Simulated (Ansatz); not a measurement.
## Where Zr_Al puts its levels in the gap of AlN (F-43m)

Aim: at which Fermi levels does Zr_Al in AlN (F-43m) change its charge? The model is a cell of 54 host atoms with 1 Al taken out and 1 Zr put in.

Calculated with Ansatz 0.2.0; place-levels on r2SCAN runs: charge-transition levels and formation energies with image-charge correction and potential alignment at the atomic sites; PAW set soft_1.

### Step 1. Starting point

The cell holds 54 atoms: 26 Al, 27 N and 1 Zr. Its edges and angles: a = 9.269 Å, b = 9.269 Å, c = 9.269 Å, α = 60.0°, β = 60.0°, γ = 60.0°. It derives from AlN (space group F-43m). Nearest the centre at fractional (0.333, 0.667, 0.667): Zr35 at 0.00 Å, N34 at 1.89 Å, N30 at 1.89 Å, N18 at 1.89 Å, N36 at 1.89 Å, Al23 at 3.09 Å, Al31 at 3.09 Å, Al5 at 3.09 Å.

Structure file:

```xyz
54
Lattice="0.0000 6.5542 6.5542 6.5542 0.0000 6.5542 6.5542 6.5542 0.0000" Properties=species:S:1:pos:R:3 pbc="T T T"
Al    0.0000    0.0000    0.0000
N     1.0924    1.0924    1.0924
Al    2.1847    2.1847    0.0000
N     3.2771    3.2771    1.0924
Al    4.3695    4.3695    0.0000
N     5.4618    5.4618    1.0924
Al    2.1847    0.0000    2.1847
N     3.2771    1.0924    3.2771
Al    4.3695    2.1847    2.1847
N     5.4618    3.2771    3.2771
Al    6.5542    4.3695    2.1847
N     7.6466    5.4618    3.2771
Al    4.3695    0.0000    4.3695
N     5.4618    1.0924    5.4618
Al    6.5542    2.1847    4.3695
N     7.6466    3.2771    5.4618
Al    8.7389    4.3695    4.3695
N     9.8313    5.4618    5.4618
Al    0.0000    2.1847    2.1847
N     1.0924    3.2771    3.2771
Al    2.1847    4.3695    2.1847
N     3.2771    5.4618    3.2771
Al    4.3695    6.5542    2.1847
N     5.4618    7.6466    3.2771
Al    2.1847    2.1847    4.3695
N     3.2771    3.2771    5.4618
Al    4.3695    4.3695    4.3695
N     5.4618    5.4618    5.4618
Al    6.5542    6.5542    4.3695
N     7.6466    7.6466    5.4618
Al    4.3695    2.1847    6.5542
N     5.4618    3.2771    7.6466
Al    6.5542    4.3695    6.5542
N     7.6466    5.4618    7.6466
Zr    8.7389    6.5542    6.5542
N     9.8313    7.6466    7.6466
Al    0.0000    4.3695    4.3695
N     1.0924    5.4618    5.4618
Al    2.1847    6.5542    4.3695
N     3.2771    7.6466    5.4618
Al    4.3695    8.7389    4.3695
N     5.4618    9.8313    5.4618
Al    2.1847    4.3695    6.5542
N     3.2771    5.4618    7.6466
Al    4.3695    6.5542    6.5542
N     5.4618    7.6466    7.6466
Al    6.5542    8.7389    6.5542
N     7.6466    9.8313    7.6466
Al    4.3695    4.3695    8.7389
N     5.4618    5.4618    9.8313
Al    6.5542    6.5542    8.7389
N     7.6466    7.6466    9.8313
Al    8.7389    8.7389    8.7389
N     9.8313    9.8313    9.8313
```

Screening for the image-charge correction: ε∞ = 4.64, ε0 = 8.51, computed on the host (DFPT, PBEsol, on the r2SCAN cell), and a cell off the functional's own equilibrium shifts the ionic part.

The cell's shortest repeat is 9.3 Å.

### Step 2. Charge states

Levels follow from differences of total energies between charge states, each relaxed by itself.

Each atom starts 0.05 Å or so off its site in a random direction: a symmetric start keeps its symmetry, and would miss off-centre moves and Jahn–Teller distortions. Forces are taken at one point at (¼, ¼, ¼). The cell holds 1 electron more than the neutral one, with a uniform background that keeps it neutral on the whole.

The sampling was tested on the host first: at the k-points planned (1x1x1 shifted 0.25 0.25 0.25) its energy lies 0.045 eV an atom from the dense-mesh value, so the final energies take a denser sampling.

One of the inputs; charge, spin and start change from state to state.

qm1.relax/input.yaml reads:

```yaml
crystal:
  lattice:
    - [0.0, 2.18472995, 2.18472995]
    - [2.18472995, 0.0, 2.18472995]
    - [2.18472995, 2.18472995, 0.0]
  atoms:
    - { symbol: Al, position: [0.0, 0.0, 0.0] }
    - { symbol: "N", position: [0.25, 0.25, 0.25] }
  supercell: [3, 3, 3]
  defects: [{ substitution: { at: 34, symbol: Zr } }]
total_charge: -1
basis:
  ecutwfc: 500
  xc_grid: 2
hamiltonian:
  xc: r2scan
  pseudopotentials: { kind: paw, azcp: { folder: soft_1 } }
kpoints:
  mp_grid: { grid: [1, 1, 1], shift: [0.25, 0.25, 0.25] }
scf:
  occupations: { method: fixed }
  max_iter: 80
output:
  forces: true
  charged_corrections: { epsilon: 4.64, static_epsilon: 8.51 }
relax:
  f_tol: 0.02
  max_steps: 80
  random_displacement: { amplitude: 0.05, seed: 5741 }
checkpoint:
  write: "../qm1.relax.run"
  compress: false
  write_wavefunctions: true
  write_every: 100000
```

Started as:

```
$ ansatz run input.yaml --threads 4 --pin off --max-ram 7536MiB --backend cpu --events-out ev --progress --plain --runs-dir out
```

Defect states can disperse in a cell of this size, so the energy is taken again at a 2×2×2 shifted mesh, on the relaxed structure.

The run of this state that the levels use, under r2SCAN:

qm1.point/input.yaml reads:

```yaml
crystal:
  checkpoint: "../qm1.relax.run"
  host: checkpoint
total_charge: -1
basis:
  ecutwfc: 500
  xc_grid: 2
hamiltonian:
  xc: r2scan
  pseudopotentials: { kind: paw, azcp: { folder: soft_1 } }
kpoints:
  mp_grid: { grid: [2, 2, 2], shift: [0.5, 0.5, 0.5] }
scf:
  occupations: { method: fermi_dirac, width: 0.01 }
  max_iter: 80
output:
  forces: true
  eigenvalues: true
  charged_corrections:
    epsilon: 4.64
    static_epsilon: 8.51
    defect_position: [0.333333, 0.666667, 0.666667]
  eigenstates: { localisation: true }
  populations: true
  band_densities: [{ bands: [v1, v1] }, { bands: [c1, c1] }]
  write_density: true
  write_potential: true
  volumetric_format: npy
  elf: true
checkpoint:
  read: "../qm1.relax.run"
  write: "../qm1.point.run"
  compress: false
  write_wavefunctions: false
  write_every: 100000
```

Relaxations under r2SCAN at one point at (¼, ¼, ¼); times on 4 threads of Arm Neoverse V2, shared host:

```
charge  moment (μB)  occupations    outcome  steps  largest displacement against the far atoms (Å)     time
    −1            0        fixed  converged     13                                            0.23     85 s
     0            1        fixed  converged      9                                            0.18  2.6 min
    +1            0        fixed  converged      6                                            0.14     47 s
    −1            2        fixed  converged      7                                            0.22  2.2 min
```

Single points under r2SCAN at a 2×2×2 shifted mesh; times on 4 threads of Arm Neoverse V2, shared host:

```
charge  moment (μB)  occupations    outcome     time
    −1            0  fermi-dirac  converged     42 s
     0            1  fermi-dirac  converged  1.8 min
    +1            0  fermi-dirac  converged     43 s
    −1            2  fermi-dirac  converged  1.8 min
```

Distances (Å) from Zr35 to the nearest atoms after relaxation with r2SCAN:

```
charge  moment (μB)      1.      2.      3.      4.       5.       6.
    −1            0  N 2.02  N 2.02  N 2.11  N 2.20  Al 2.89  Al 2.90
    −1            2  N 2.04  N 2.04  N 2.15  N 2.15  Al 2.98  Al 2.98
     0            1  N 2.04  N 2.04  N 2.04  N 2.12  Al 3.00  Al 3.00
    +1            0  N 2.03  N 2.03  N 2.03  N 2.04  Al 3.13  Al 3.13
```

### Step 3. Placing the levels, r2SCAN

A charged cell interacts with its images and the background, and its potential has another zero than the host's. place-levels removes the first by a point-charge model, screened by the static dielectric constant since the ions have relaxed around the charge, and the second by comparing potentials at atoms far from the defect.

The host is a run of the defect-free crystal in the same cutoffs, grids and k-points, so that basis and sampling errors cancel in part in the differences. The host is run in a cell of 2 atoms on a matching mesh. Its band edges are searched through the zone by a band path, so the gap is smaller than, or equal to, that on the mesh. Chemical potentials are energies per atom of Al (fcc) and Zr (hcp), run with the same functional and cutoff.

levels.point.yaml reads:

```yaml
host:
  run: host.point.run
states: [qm1.point.run, q0_M1.point.run, qp1.point.run, qm1_M2.point.run]
geometry_from:
  qm1.point.run: qm1.relax.run
  q0_M1.point.run: q0_M1.relax.run
  qp1.point.run: qp1.relax.run
  qm1_M2.point.run: qm1_M2.relax.run
  host.point.run: host.relax.run
chemical_potentials:
  Al:
    energy: -540.418346
    dataset: <sha256 of the dataset>
  Zr:
    energy: -4195.051571
    dataset: "<sha256 of the dataset>"
epsilon: 4.64
static_epsilon: 8.51
vertical:
  - { from: qm1.point.run, to: qm1.point_neutral.run }
  - { from: qp1.point.run, to: qp1.point_neutral.run }
  - { from: qm1_M2.point.run, to: qm1_M2.point_neutral.run }
```

Started as:

```
$ ansatz place-levels levels.point.yaml -- --threads 4 --pin off --max-ram 7536MiB
```

Numbers of over 12 decimals in the logs are rounded to 6 here.

What it wrote:

```text
[... repeated set-up lines and file paths are left out, and long positions are rounded to six places ...]
(+1/0) 3.806 eV above the valence edge, 0.112 eV under the conduction edge
(0/-1) 4.336 eV above the valence edge (+4.394 eV without the band-filling correction), in the conduction band
formation energy of charge +1: -1.063 eV with the Fermi level at the valence edge
formation energy of charge 0: +2.744 eV with the Fermi level at the valence edge
formation energy of charge -1: +7.080 eV with the Fermi level at the valence edge
vertical -1 to 0: no energy, since no alignment is typed
  the change from vertical[0].from (qm1.point.run) to vertical[0].to (qm1.point_neutral.run): by its potential at epsilon 4.64 it stands at 0.273 0.623 0.894, with an rms radius of about 2.7 Å (1.5 1.4 1.8 Å across the planes of the cell's vectors); [...]
vertical +1 to 0: no energy, since no alignment is typed
  the change from vertical[1].from (qp1.point.run) to vertical[1].to (qp1.point_neutral.run): by its potential at epsilon 4.64 it stands at 0.309 0.642 0.642, with an rms radius of about 3.5 Å (2.0 2.0 2.0 Å across the planes of the cell's vectors); [...]
vertical -1 to 0: no energy, since no alignment is typed
  the change from vertical[2].from (qm1_M2.point.run) to vertical[2].to (qm1_M2.point_neutral.run): by its potential at epsilon 4.64 it stands at 0.395 0.730 0.620, with an rms radius of about 2.6 Å (1.6 1.7 1.1 Å across the planes of the cell's vectors); [...]
  edges by r2scan, gap 3.918 eV; the host is sampled to repeats of 18.54 Å
  the defect's cells are sampled to repeats of 18.54 Å, like sampling
  charge +1: -28730.2308 eV with its correction of +0.689 eV, at epsilon 8.51, aligned at sites: +0.3931 eV, mean over 19 atomic sites at or beyond 4.63 Å from the host's site at [0.3332, 0.6666, 0.6666] by the defect at [0.3333, 0.6667, 0.6667], with [...]
  charge 0: +0.000 eV for its dipole among its images, +0.000 omitted
  charge -1: -28708.6286 eV with its correction of -0.202 eV, at epsilon 8.51, aligned at sites: +0.4983 eV, mean over 19 atomic sites at or beyond 4.63 Å from the host's site at [0.3332, 0.6666, 0.6666] by the defect at [0.3333, 0.6667, 0.6667], with [...]
  charge -1: states[0] (qm1.point.run) stands 0.140 eV higher, with a moment of 0.00 μB against 2.00
  of states[2] (qp1.point.run): it parts from the run at its places by a charge that spreads by about 2 Å along one vector (1.3 Å or more is wide), by its potential at epsilon 4.64, taken for that of held ions (one typed too small widens it), where the cell [...]
  of states[1] (q0_M1.point.run): its alignment with the host at atomic sites is doubtful: the mean over the far sites moves by +0.0991 eV from their farther parts to their nearer, more than 0.05 eV. [...]
  of states[3] (qm1_M2.point.run): it parts from the run at its places by a charge that spreads by about 1.7 Å along one vector (1.3 Å or more is wide), by its potential at epsilon 4.64, taken for that of held ions (one typed too small widens it), where the [...]
  of states[0] (qm1.point.run): it parts from the run at its places by a charge that spreads by about 1.8 Å along one vector (1.3 Å or more is wide), by its potential at epsilon 4.64, taken for that of held ions (one typed too small widens it), where the cell [...]
  of vertical[0].from (qm1.point.run): it parts from the run at its places by a charge that spreads by about 1.8 Å along one vector (1.3 Å or more is wide), by its potential at epsilon 4.64, taken for that of held ions (one typed too small widens it), where [...]
  of vertical[0].to (qm1.point_neutral.run): stability_check_not_made
  of vertical[1].from (qp1.point.run): it parts from the run at its places by a charge that spreads by about 2 Å along one vector (1.3 Å or more is wide), by its potential at epsilon 4.64, taken for that of held ions (one typed too small widens it), where the [...]
  of vertical[1].to (qp1.point_neutral.run): its moments are held at its close (magnetization.spin_locking), by a field of 0.187 eV a Bohr magneton, and its energy and levels are of the state that this holds: a run that lets them go can end lower; [...]
  of vertical[2].from (qm1_M2.point.run): stability_check_not_made; [...]
  of vertical[2].to (qm1_M2.point_neutral.run): it set out from the moments of a save, which an earlier run chose (saved_moments_taken); stability_check_not_made
```

The job ended after 0.36 s (4 threads of Arm Neoverse V2, shared host).

Levels between the charges placed, in eV above the valence top:

```
        gap (eV)  (+1/0)  (0/−1)
r2SCAN      3.92    3.81    4.34
```

Corrections by state:

```
charge  moment (μB)  image terms and alignment (eV)  band filling (eV)  ε used  over the lowest of its charge, as the program ranks them, band filling apart (eV)
    +1          0.0                           0.689                  -    8.51                                                                              0.000
     0          1.0                           0.000                  -       -                                                                              0.000
    −1          2.0                          -0.202             -0.058    8.51                                                                              0.000
    −1          0.0                          -0.215                  -    8.51                                                                              0.140
```

The charged structures listed were also run neutral, and place-levels reads from each pair, by the potential or the spins, how wide the charge is by which they differ; that can be the carrier of either run.

```
charge  rms radius (Å)  spread where it is widest against the cell (Å)  wide from (Å)  reading
    +1             3.5                                            2.00           1.31     wide
    −1             2.6                                            1.65           1.31     wide
```

The neutral runs of these pairs need not share the spin of the lowest neutral state, and very wide values only mean spread over the cell.

From the program's caveats on the states, each cut to its opening words:

- charge +1: it parts from the run at its places by a charge that spreads by about 2 Å along one vector (1.3 Å or more is wide), by its potential at epsilon 4.64, taken for [...]
- charge 0 (1 μB): its alignment with the host at atomic sites is doubtful: the mean over the far sites moves by +0.0991 eV from their farther parts to their nearer, more than [...]
- charge 0 (1 μB), −1 (2 μB): flagged: stability check not made
- charge −1 (2 μB): it parts from the run at its places by a charge that spreads by about 1.7 Å along one vector (1.3 Å or more is wide), by its potential at epsilon 4.64, taken [...]
- charge −1 (2 μB): a band-filling correction moves a carrier to the host's band edge, which changes its energy by -0.058 eV
- charge −1 (2 μB): its alignment with the host at atomic sites is doubtful: the mean over the far sites moves by +0.1844 eV from their farther parts to their nearer, more than [...]
- charge −1: it parts from the run at its places by a charge that spreads by about 1.8 Å along one vector (1.3 Å or more is wide), by its potential at epsilon 4.64, taken [...]
- charge −1: its alignment with the host at atomic sites is doubtful: the mean over the far sites moves by +0.1578 eV from their farther parts to their nearer, more than [...]
- charge −1: the host's ions (past the first shell or, of a walk that freed a part, those that it held) aren't shown at rest: they stand up to 0.183 Å off their sites, 0.91 [...]

The host's formation energy from the elements is -1.603 eV per atom; it sets how far the chemical potentials can move.

Limit set by the element alone; other compounds of these elements are not counted. Chemical potentials from the elements' reference states: Al 0.00 eV, N -3.21 eV, Zr 0.00 eV. Formation energies (Al-rich), with the Fermi level at the valence top and at the conduction bottom (gap 3.92 eV):

```
charge  at valence top (eV)  at conduction bottom (eV)  correction included (eV)
    +1                -1.06                       2.86                      0.69
     0                 2.74                       2.74                      0.00
    −1                 7.08                       3.16                     -0.26
```

| Fermi level (eV) | lowest formation energy (eV) |
| --- | --- |
| 0.00 | -1.06 |
| 0.36 | -0.71 |
| 0.71 | -0.35 |
| 1.07 | 0.01 |
| 1.42 | 0.36 |
| 1.78 | 0.72 |
| 2.14 | 1.08 |
| 2.49 | 1.43 |
| 2.85 | 1.79 |
| 3.21 | 2.14 |
| 3.56 | 2.50 |
| 3.92 | 2.74 |

Limit set by the element alone; other compounds of these elements are not counted. Chemical potentials from the elements' reference states: N 0.00 eV, Al -3.21 eV, Zr 0.00 eV. Formation energies (N-rich), with the Fermi level at the valence top and at the conduction bottom (gap 3.92 eV):

```
charge  at valence top (eV)  at conduction bottom (eV)  correction included (eV)
    +1                -4.27                      -0.35                      0.69
     0                -0.46                      -0.46                      0.00
    −1                 3.87                      -0.04                     -0.26
```

```csv
Fermi level (eV),lowest formation energy (eV)
0.00,-4.27
0.36,-3.91
0.71,-3.56
1.07,-3.20
1.42,-2.84
1.78,-2.49
2.14,-2.13
2.49,-1.77
2.85,-1.42
3.21,-1.06
3.56,-0.71
3.92,-0.46
```

### Step 4. Effect of the sampling

The relaxations' own energies give the levels at their sampling, for comparison.

levels.relax_mesh.yaml reads:

```yaml
host:
  run: host.relax.run
states: [qm1.relax.run, q0_M1.relax.run, qp1.relax.run, qm1_M2.relax.run]
chemical_potentials:
  Al:
    energy: -540.418346
    dataset: <sha256 of the dataset>
  Zr:
    energy: -4195.051571
    dataset: "<sha256 of the dataset>"
```

Started as:

```
$ ansatz place-levels levels.relax_mesh.yaml -- --threads 4 --pin off --max-ram 7536MiB
```

What it wrote:

```text
(+1/0) 3.889 eV above the valence edge, in the conduction band
[...]
formation energy of charge +1: -1.363 eV with the Fermi level at the valence edge
formation energy of charge 0: +2.526 eV with the Fermi level at the valence edge
formation energy of charge -1: +6.814 eV with the Fermi level at the valence edge
  edges by r2scan, gap 3.870 eV; the host is sampled to repeats of 9.27 Å
[... the lines on each state left out ...]
```

Elapsed: 0.11 s, on 4 threads.

Levels between neighbouring charges, in eV above the valence top:

```
                        gap (eV)  (+1/0)  (0/−1)
one point at (¼, ¼, ¼)      3.87    3.89    4.29
  a 2×2×2 shifted mesh      3.92    3.81    4.34
```

Going from one point at (¼, ¼, ¼) to a 2×2×2 shifted mesh moves the levels that carry no band-filling term by up to 0.08 eV and formation energies against the elements by up to 0.30 eV; band-filling terms, which differ between samplings, are in these energies.

### Step 5. Results

| Property | Result |
| --- | --- |
| gap of the host | 3.92 eV (r2SCAN) |
| level (plus 1/0) | 3.81 eV above the valence top |
| level (0/minus 1) | 4.34 eV above the valence top, past the conduction bottom (4.39 eV above the valence top without the band-filling term) |
| lowest of the charges placed, just above the valence top (0.02 eV) | +1 |
| lowest of the charges placed, just below the conduction bottom (0.02 eV) | 0 |
| lowest formation energy at mid-gap of the charges run, Al-rich | 0.90 eV |
| lowest formation energy at mid-gap of the charges run, N-rich | -2.31 eV |

**Reading.** Of the charges placed (−1, 0 and +1), the lowest changes at 3.81 eV (+1/0) above the valence top, in a gap of 3.92 eV. (+1/0) lies nearer to a band edge than the share of the finite-size correction in it (0.69 eV), and that correction holds for a localised charge alone. (+1/0) lies 0.11 eV from a band edge, less than the doubt on such levels. Charges above +1 were not placed, so these runs say nothing of levels that involve them. States placed: +1 at 0 μB; 0 at 1 μB; −1 at 2 μB and 0 μB. Other spin states or structures, where not listed, weren't placed. The program finds carriers beyond a band edge of the host and adds a band-filling term at charge −1 (-0.06 eV); steps to such a charge show no bound level, and a defect level inside a band would be read the same way. Zr is taken at its element; compounds, which aren't counted here, bound the chemical potentials and would shift these formation energies. The lowest formation energy (N-rich) is negative across the gap, so the defect would form by itself: these chemical potentials lie beyond what competing compounds allow, or the host is unstable against it. Going from one point at (¼, ¼, ¼) to a 2×2×2 shifted mesh moves the levels that carry no band-filling term by up to 0.08 eV and formation energies against the elements by up to 0.30 eV; band-filling terms, which differ between samplings, are in these energies. The program doubts the alignment of potentials for at least one state, a sign that the cell is small. What this leaves open: r2SCAN makes the gap too small and tends to spread out bound carriers; where a gas molecule sets a chemical potential or the host's formation energy, its binding is uncorrected; force components of up to 1.08 eV/Å remain in a run at the final settings.

[Logs are printed without paths, hosts, clocks, repeated set-up lines and the standing remarks that a program may print on its own settings, such as how far it seeks lower states.]

[Hosts, paths, dates, database ids (printed as entryN), source tags and the programs' standing remarks are cut or masked in the printed files.]

[Where a table of states has a column of steps, it counts the stored structures, which are thinned; the runs took as many ionic steps or more.]

[A defect's name tells the site on which it was built; relaxed atoms can leave that site.]

[For some hosts the program warned that the k-mesh of the response run may be too coarse for force constants and the static dielectric constant; such warnings are not shown here.]
